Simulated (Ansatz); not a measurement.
# twin(10-12) boundary in hcp Co, starting shift (0.5, 0.5): structure and resistance, part 2 of 3

How much does the twin(10-12) boundary in hcp Co, starting shift (0.5, 0.5) reflect electrons?

Ansatz 0.2.0; Ansatz plane-wave DFT, PBE, PAW files, collinear spin; relaxation of a bicrystal slab with its lowest layers held; PAW set soft_1 (the session's first sound run).

So far. Step 2 (Relaxing the bicrystal): The largest force component on a free atom ends at 0.0069 eV/Å, under the tolerance of 0.03, after 16 steps.

## (3) Transmission across the boundary

Bulk layers of each grain are laid under and over the relaxed boundary, and a lead is named in the middle of each, away from the free faces. The mesh across the current, 12×24, is finer than the density's, because channels open and close sharply across the zone. Energies from -0.1 to 0.1 eV in steps of 0.05 eV are too few for the program's thermal sum, so it prints no conductance; for a metal the transmission near the Fermi level serves, at a fraction of the cost.

This step: Ansatz plane-wave DFT, PBE, PAW files, collinear spin; ballistic transport by layer matching (Landauer), zero bias; boundary relaxed in a short slab, bulk layers laid on; PAW set soft_1 (Ansatz 0.2.0).

System of this step: twin(10-12) boundary in hcp Co, starting shift (0.5, 0.5). The cell holds 58 atoms: 58 Co. Cell: a = 5.963 Å, b = 2.505 Å, c = 50.512 Å, α = 90.0°, β = 90.0°, γ = 90.0°. It derives from Co. Regions: lower grain, 24 atoms (24 Co); boundary, 14 atoms (14 Co); upper grain, 20 atoms (20 Co). Vacuum lies along c.

File input.yaml:

```yaml
crystal:
  lattice:
    - [5.9626723849, 0.0, 0.0]
    - [0.0, 2.5054, 0.0]
    - [0.0, 0.0, 50.5117111562]
  atoms:
    - { symbol: Co, position: [4.7224164196, -6.5833333333, 0.0791895564], spin: 2.0 }
    - { symbol: Co, position: [4.0458645788, -7.0833333334, 0.0988291451], spin: 2.0 }
    - { symbol: Co, position: [4.4575886583, -6.0833333333, 0.1086489395], spin: 2.0 }
    - { symbol: Co, position: [3.7810368174, -6.5833333334, 0.1282885282], spin: 2.0 }
    - { symbol: Co, position: [4.192760897, -5.5833333333, 0.1381083226], spin: 2.0 }
    - { symbol: Co, position: [3.5162090561, -6.0833333334, 0.1577479113], spin: 2.0 }
    - { symbol: Co, position: [3.9279331357, -5.0833333333, 0.1675677057], spin: 2.0 }
    - { symbol: Co, position: [3.2513812948, -5.5833333334, 0.1872072945], spin: 2.0 }
    - { symbol: Co, position: [3.6631053744, -4.5833333333, 0.1970270888], spin: 2.0 }
    - { symbol: Co, position: [2.9865535335, -5.0833333334, 0.2166666776], spin: 2.0 }
    - { symbol: Co, position: [3.3982776131, -4.0833333333, 0.2264864719], spin: 2.0 }
    - { symbol: Co, position: [2.7217257722, -4.5833333334, 0.2461260607], spin: 2.0 }
    - { symbol: Co, position: [3.1334498518, -3.5833333333, 0.255945855], spin: 2.0 }
    - { symbol: Co, position: [2.4568980109, -4.0833333334, 0.2755854438], spin: 2.0 }
    - { symbol: Co, position: [2.8686220905, -3.0833333333, 0.2854052381], spin: 2.0 }
    - { symbol: Co, position: [2.1920702496, -3.5833333334, 0.3050448269], spin: 2.0 }
    - { symbol: Co, position: [2.6037943292, -2.5833333333, 0.3148646212], spin: 2.0 }
    - { symbol: Co, position: [1.9272424883, -3.0833333334, 0.33450421], spin: 2.0 }
    - { symbol: Co, position: [2.3389665678, -2.0833333333, 0.3443240043], spin: 2.0 }
    - { symbol: Co, position: [1.662414727, -2.5833333334, 0.3639635931], spin: 2.0 }
    - { symbol: Co, position: [2.0741388065, -1.5833333333, 0.3737833874], spin: 2.0 }
    - { symbol: Co, position: [1.3975869657, -2.0833333334, 0.3934229762], spin: 2.0 }
    - { symbol: Co, position: [1.8093110452, -1.0833333333, 0.4032427705], spin: 2.0 }
    - { symbol: Co, position: [1.1327592044, -1.5833333334, 0.4228823593], spin: 2.0 }
    - { symbol: Co, position: [0.5444832839, 0.4166666667, 0.4327021536], spin: 2.0 }
    - { symbol: Co, position: [0.8679314431, 0.9166666667, 0.4523417424], spin: 2.0 }
    - { symbol: Co, position: [0.2796397324, 0.9166666667, 0.4615325101], spin: 2.0 }
    - { symbol: Co, position: [0.5903617206, 0.4166666667, 0.4803626578], spin: 2.0 }
    - { symbol: Co, position: [0.0336492755, 0.4166666667, 0.4904994115], spin: 2.0 }
    - { symbol: Co, position: [0.3393747719, 0.9166666667, 0.5146968248], spin: 2.0 }
    - { symbol: Co, position: [0.7546748775, 0.9166666667, 0.515068374], spin: 2.0 }
    - { symbol: Co, position: [0.0350133478, 0.4166666667, 0.539327839], spin: 2.0 }
    - { symbol: Co, position: [0.5867757435, 0.4166666667, 0.5495221218], spin: 2.0 }
    - { symbol: Co, position: [0.2784850092, 0.9166666667, 0.5684127641], spin: 2.0 }
    - { symbol: Co, position: [-0.1362678068, 0.9166666667, 0.5771070504], spin: 2.0 }
    - { symbol: Co, position: [0.545836229, 0.4166666667, 0.5975262723], spin: 2.0 }
    - { symbol: Co, position: [0.1308398318, 0.4166666667, 0.6066762639], spin: 2.0 }
    - { symbol: Co, position: [-0.1893233328, 0.9166666667, 0.6261173725], spin: 2.0 }
    - { symbol: Co, position: [1.3973100904, -1.0833333334, 0.6360364069], spin: 2.0 }
    - { symbol: Co, position: [2.0738619312, -0.5833333333, 0.6556759957], spin: 2.0 }
    - { symbol: Co, position: [1.6621378517, -1.5833333334, 0.66549579], spin: 2.0 }
    - { symbol: Co, position: [2.3386896925, -1.0833333333, 0.6851353788], spin: 2.0 }
    - { symbol: Co, position: [1.926965613, -2.0833333334, 0.6949551731], spin: 2.0 }
    - { symbol: Co, position: [2.6035174539, -1.5833333333, 0.7145947619], spin: 2.0 }
    - { symbol: Co, position: [2.1917933743, -2.5833333334, 0.7244145562], spin: 2.0 }
    - { symbol: Co, position: [2.8683452152, -2.0833333333, 0.744054145], spin: 2.0 }
    - { symbol: Co, position: [2.4566211356, -3.0833333334, 0.7538739393], spin: 2.0 }
    - { symbol: Co, position: [3.1331729765, -2.5833333333, 0.7735135281], spin: 2.0 }
    - { symbol: Co, position: [2.7214488969, -3.5833333334, 0.7833333224], spin: 2.0 }
    - { symbol: Co, position: [3.3980007378, -3.0833333333, 0.8029729112], spin: 2.0 }
    - { symbol: Co, position: [2.9862766582, -4.0833333334, 0.8127927055], spin: 2.0 }
    - { symbol: Co, position: [3.6628284991, -3.5833333333, 0.8324322943], spin: 2.0 }
    - { symbol: Co, position: [3.2511044195, -4.5833333334, 0.8422520887], spin: 2.0 }
    - { symbol: Co, position: [3.9276562604, -4.0833333333, 0.8618916774], spin: 2.0 }
    - { symbol: Co, position: [3.5159321808, -5.0833333334, 0.8717114718], spin: 2.0 }
    - { symbol: Co, position: [4.1924840217, -4.5833333333, 0.8913510605], spin: 2.0 }
    - { symbol: Co, position: [3.7807599422, -5.5833333334, 0.9011708549], spin: 2.0 }
    - { symbol: Co, position: [4.457311783, -5.0833333333, 0.9208104436], spin: 2.0 }
magnetization:
  spin_polarized: true
kpoints:
  mp_grid: { grid: [5, 10, 1] }
hamiltonian:
  xc: pbe
  pseudopotentials: { kind: paw, azcp: { folder: soft_1 } }
scf:
  occupations: { method: fermi_dirac, width: 0.1 }
output:
  transmission:
    leads: [[14, 16], [44, 46]]
    kmesh: [12, 24]
    e_range: [-0.1, 0.1]
    de: 0.05
  write_potential: true
  write_density: true
  volumetric_format: npy
  elf: true
```

Launch:

```bash
ansatz run input.yaml --threads 4 --pin off --max-ram 15360MiB --backend cpu --events-out ev --progress --plain --runs-dir out
```

Numbers of over 12 decimals in the logs are rounded to 6 here.

Output:

```text
[...]
Crystal: 58 atoms, lattice volume = 754.588 Å³
Basis set: ecut = 420 eV, 14627 PW (Γ)
Bands: 662, of which v1, the nominal top of the filled ones, is band 493 counted from 1 (492 counted from 0)
Symmetry: 2 space group operations
[...]
k-points: 18 of 50 (time reversal used)
[...]
Starting moments: Σ|m| = 116 μB on 58 of 58 sites
[...]
SCF iter   1: F=—  HF=-297292.852708 eV  |F-HF|=—  |Δ(HF+E_count)|=         —  Δρ=5.77e-2 (↑3.73e-2 ↓5.77e-2)  dr2=1.87e2  dr2_m=3.88e0  M=102.660 μB ∫|m|=106.744 μB  β_m=0.30  ethr=3.10e-3  ⟨swp⟩=6.1  Hψ=88041  notcnv=0  defer=2642
[...]
SCF iter  17: F=-297312.479858 eV  HF=-297312.479858 eV  |F-HF|=1.25e-8  |Δ(HF+E_count)|=   6.05e-9  Δρ=1.10e-6 (↑5.93e-7 ↓1.10e-6)  dr2=1.76e-8  dr2_m=1.50e-9  M=96.203 μB ∫|m|=105.569 μB  ethr=1.84e-12  ⟨swp⟩=9.5  Hψ=128712  notcnv=0
SCF 1 converged in 17 iterations: F = -297312.479858 eV  dr2 = 1.76e-8
[...]
transmission: 664 of 6552 steps passed
transmission: 1312 of 6552 steps passed
[...]
transmission: 6552 of 6552 steps passed
WARN: The input density's exchange-correlation potential varies sharply where the density is thin. Do not read a vacuum level from v_tot or v_xc, or from such a field of the output density. On a cell that repeats whose density bears no net charge and no dipole along the vacuum's axis use v_es (v_loc + v_h of the components); under efield.dipole_correction with no amplitude use v_es + v_field, which holds any external [...]
some or all of what a close reads of its open shells is tried by no SCF: some or all of their fillings by name were not asked, since the model of its bands would take too long in so large a cell. Whether a lower state lies along it is not known (a run that goes on reads the state that it goes on from)
SCF converged after 17 iterations
the last check of whether an eigenvalue changes by more than its tolerance under the output density was not made (no_room)
Magnetization: 96.2033 μB (541.1016 up, 444.8984 down)
Absolute magnetization: 105.6712 μB (∫|ρ↑−ρ↓|, with the PAW one-centre terms)
[...]
Per-site moments (μB) at R_I (Å): [(1.899251, 1.033141), (1.858019, 1.033141), (1.809414, 1.033141), (1.751630, 1.033141), (1.699640, 1.033141), (1.725118, 1.033141), (1.717786, 1.033141), (1.714436, 1.033141), (1.717042, 1.033141), (1.715287, 1.033141), (1.715010, 1.033141), (1.718244, 1.033141), (1.714828, 1.033141), (1.715716, 1.033141), (1.717520, 1.033141), (1.716586, 1.033141), (1.715704, 1.033141), (1.715933,  [...]
Free energy (F): -297312.479858 eV
[...]
Internal energy: -297310.568327 eV  (E = F + TS)
E sigma→0 (E₀):  -297311.524092 eV
Entropy (-TS):   -1.911531 eV (-32.957 meV/atom)
Fermi energy:    14.924959 eV
[...]
--- Band table (eV; the first three rows and the last of 36) ---
  k-point 0 ↑: bands = [... 489 lower, 13.7727, 13.7845, 13.7954, 13.8036, 13.8226, 13.8348, 13.8462, 13.8524, ... 165 higher]
  k-point 1 ↑: bands = [... 489 lower, 13.7883, 13.8061, 13.8221, 13.8304, 13.8575, 13.8675, 13.8714, 13.8755, ... 165 higher]
  k-point 2 ↑: bands = [... 489 lower, 13.7910, 13.8139, 13.8323, 13.8407, 13.8500, 13.8767, 13.8850, 13.8937, ... 165 higher]
  k-point 17 ↓: bands = [... 489 lower, 16.1401, 16.1432, 16.1526, 16.1543, 16.1578, 16.1624, 16.1691, 16.1767, ... 165 higher]
--- Transmission ---
  basis      : 127 plane waves across, 36 finite elements along
  points     : 91, standing for a mesh of 12 x 24
  energies   : 5 from -0.100000 to 0.100000 eV about the Fermi level, 0.050000 eV apart; the leads are filled to 0.000000 eV, and channels, transmission and decay are at 0.000000 eV
  crystal 0  : Co4, at the sites [14, 16], period 2.9761 Å, over 19.34 Å; its Hamiltonian steps by up to 24.8 meV
    offset         : up to 0.0000 Å between an atom of the period and one for which it stands
    channels       : 1.770833e0 up, 3.184028e0 down
    conductance    : none, the energies end too early or step too widely for 300 K: set another output.transmission.e_range or a lower de, or, where they end at an eighth of basis.ecutwfc, a higher one
    slowest decay  : 0.1073 /Å at (0.2500, 0.4583)
[...]
channels       : 1.770833e0 up, 3.170139e0 down
[...]
slowest decay  : 0.1073 /Å at (0.2500, 0.4583)
  junction   : crystal 0 to crystal 1, 13.87 to 36.54 Å
    transmission   : 1.704495e0 up, 1.802949e0 down
[...]
```

Wall time 1.5 h (4 threads of Arm Neoverse V1, shared host); peak memory 9.7 GiB; 5.8 h of CPU time.

Numbers from this step:

| Item | Value |
| --- | --- |
| free energy | -297312.4799 eV |
| energy at zero smearing | -297311.5241 eV |
| Fermi energy | 14.92 eV |
| magnetization | 96.20 μB |
| absolute magnetization | 105.7 μB |
| cell area | 14.94 Å² |
| transmission, spin up | 1.704 |
| transmission, spin down | 1.803 |
| open channels, spin up | 1.771 |
| open channels, upper lead, spin up | 1.771 |
| open channels, spin down | 3.184 |
| open channels, upper lead, spin down | 3.170 |
| step of the lead's potential | 24.8 meV |
| step of the upper lead's potential | 17.7 meV |

Per spin. Table of transmission, zone mean by energy, zero at the Fermi level:

| energy (eV) | T up | T down |
| --- | --- | --- |
| -0.1000 | 1.67 | 1.72 |
| -0.0500 | 1.68 | 1.77 |
| 0.0000 | 1.70 | 1.80 |
| 0.0500 | 1.70 | 1.80 |
| 0.1000 | 1.73 | 1.87 |

Per spin. The open channels, zone mean by energy, zero at the Fermi level:

| energy (eV) | lead up | upper lead up | lead down | upper lead down |
| --- | --- | --- | --- | --- |
| -0.1000 | 1.74 | 1.74 | 3.09 | 3.12 |
| -0.0500 | 1.77 | 1.76 | 3.14 | 3.14 |
| 0.0000 | 1.77 | 1.77 | 3.18 | 3.17 |
| 0.0500 | 1.77 | 1.77 | 3.23 | 3.19 |
| 0.1000 | 1.81 | 1.81 | 3.25 | 3.25 |

Transmission over k1 and k2. At 0.0000 eV from the Fermi level, spin up.

Ten even steps from '_' (0.00) to '@' (2.92):
```
________________________
********----------******
**********------********
**********------********
************--**********
************--**********
************%%**********
************@@**********
**********@@@@@@********
**********@@@@@@********
********%%%%%%%%%%******
********%%%%##%%%%******
********%%%%%%%%%%******
**********@@@@@@********
**********@@@@@@********
************@@**********
************%%**********
************--**********
************--**********
**********------********
**********------********
********----------******
________________________
________________________
```
Columns: k1 (b1) from -0.5 to 0.417; rows upwards: k2 (b2) from -0.5 to 0.458.

Open channels over k1 and k2. At 0.0000 eV from the Fermi level, spin up.

Ten even steps from '0' (0.00) to '9' (4.00):
```
000000000000
555522222555
555552225555
555552225555
555555255555
555555255555
555555755555
555555755555
555557775555
555557775555
555577777555
555577977555
555577777555
555557775555
555557775555
555555755555
555555755555
555555255555
555555255555
555552225555
555552225555
555522222555
000000000000
000000000000
```
Columns: k1 (b1) from -0.5 to 0.417; rows upwards: k2 (b2) from -0.5 to 0.458.

Transmission over k1 and k2. At 0.0000 eV from the Fermi level, spin down.

Values, 22 rows by 12 columns, each cell a mean:
```
1.09 1.09 1.64 2.43 1.03 2.35 2.95 2.35 1.03 2.43 1.64 1.09
1.04 1.03 0.99 1.63 1.76 1.59 1.88 1.59 1.76 1.63 0.99 1.03
1.04 1.02 0.96 1.01 1.22 1.23 1.14 1.23 1.22 1.01 0.96 1.02
1.02 1.00 1.05 1.33 1.78 1.75 1.68 1.75 1.78 1.33 1.05 1.00
0.84 0.90 1.30 1.54 1.76 1.55 1.74 1.55 1.76 1.54 1.30 0.90
0.93 1.18 1.70 1.56 1.52 1.34 1.17 1.34 1.52 1.56 1.70 1.18
0.70 1.15 1.99 2.00 1.85 1.65 1.20 1.65 1.85 2.00 1.99 1.15
0.42 1.60 2.64 2.63 2.22 1.40 1.25 1.40 2.22 2.63 2.64 1.60
1.74 2.60 2.79 2.67 2.32 1.55 1.55 1.55 2.32 2.67 2.79 2.60
4.75 3.75 2.39 3.15 2.83 1.92 1.94 1.92 2.83 3.15 2.39 3.75
5.71 4.39 3.74 3.52 3.02 2.04 1.99 2.04 3.02 3.52 3.74 4.39
5.00 3.85 2.35 3.20 2.88 1.95 1.96 1.95 2.88 3.20 2.35 3.85
1.88 2.68 2.78 2.66 2.33 1.59 1.60 1.59 2.33 2.66 2.78 2.68
0.42 1.68 2.70 2.66 2.23 1.35 1.21 1.35 2.23 2.66 2.70 1.68
0.64 1.11 2.02 2.08 1.92 1.67 1.27 1.67 1.92 2.08 2.02 1.11
0.96 1.22 1.71 1.54 1.50 1.37 1.08 1.37 1.50 1.54 1.71 1.22
0.83 0.91 1.34 1.56 1.74 1.50 1.73 1.50 1.74 1.56 1.34 0.91
1.00 0.98 1.05 1.35 1.78 1.76 1.69 1.76 1.78 1.35 1.05 0.98
1.04 1.03 0.97 1.04 1.28 1.28 1.20 1.28 1.28 1.04 0.97 1.03
1.04 1.02 0.98 1.56 1.69 1.54 1.79 1.54 1.69 1.56 0.98 1.02
1.09 1.08 1.58 2.37 1.11 2.29 2.87 2.29 1.11 2.37 1.58 1.08
1.11 1.11 2.38 2.50 0.97 2.68 3.76 2.68 0.97 2.50 2.38 1.11
```
Columns: k1 (b1) from -0.5 to 0.417; rows upwards: k2 (b2) from -0.5 to 0.458.

Open channels over k1 and k2. At 0.0000 eV from the Fermi level, spin down.

Ten even steps from '0' (2.00) to '9' (8.00):
```
001303630310
000133333100
000000000000
000011111000
000011111000
000011311000
011133133111
013331113331
033331113333
333331113333
953551115535
965551115556
953551115535
333331113333
033331113333
013331113331
011133133111
000011311000
000011111000
000011111000
000000000000
000133333100
001303630310
003303630330
```
Columns: k1 (b1) from -0.5 to 0.417; rows upwards: k2 (b2) from -0.5 to 0.458.

(Continued in part 3 of 3.)

[Logs are printed without paths, hosts, clocks, repeated set-up lines and the standing remarks that a program may print on its own settings, such as how far it seeks lower states.]

[Hosts, paths, dates, database ids (printed as entryN), source tags and the programs' standing remarks are cut or masked in the printed files.]
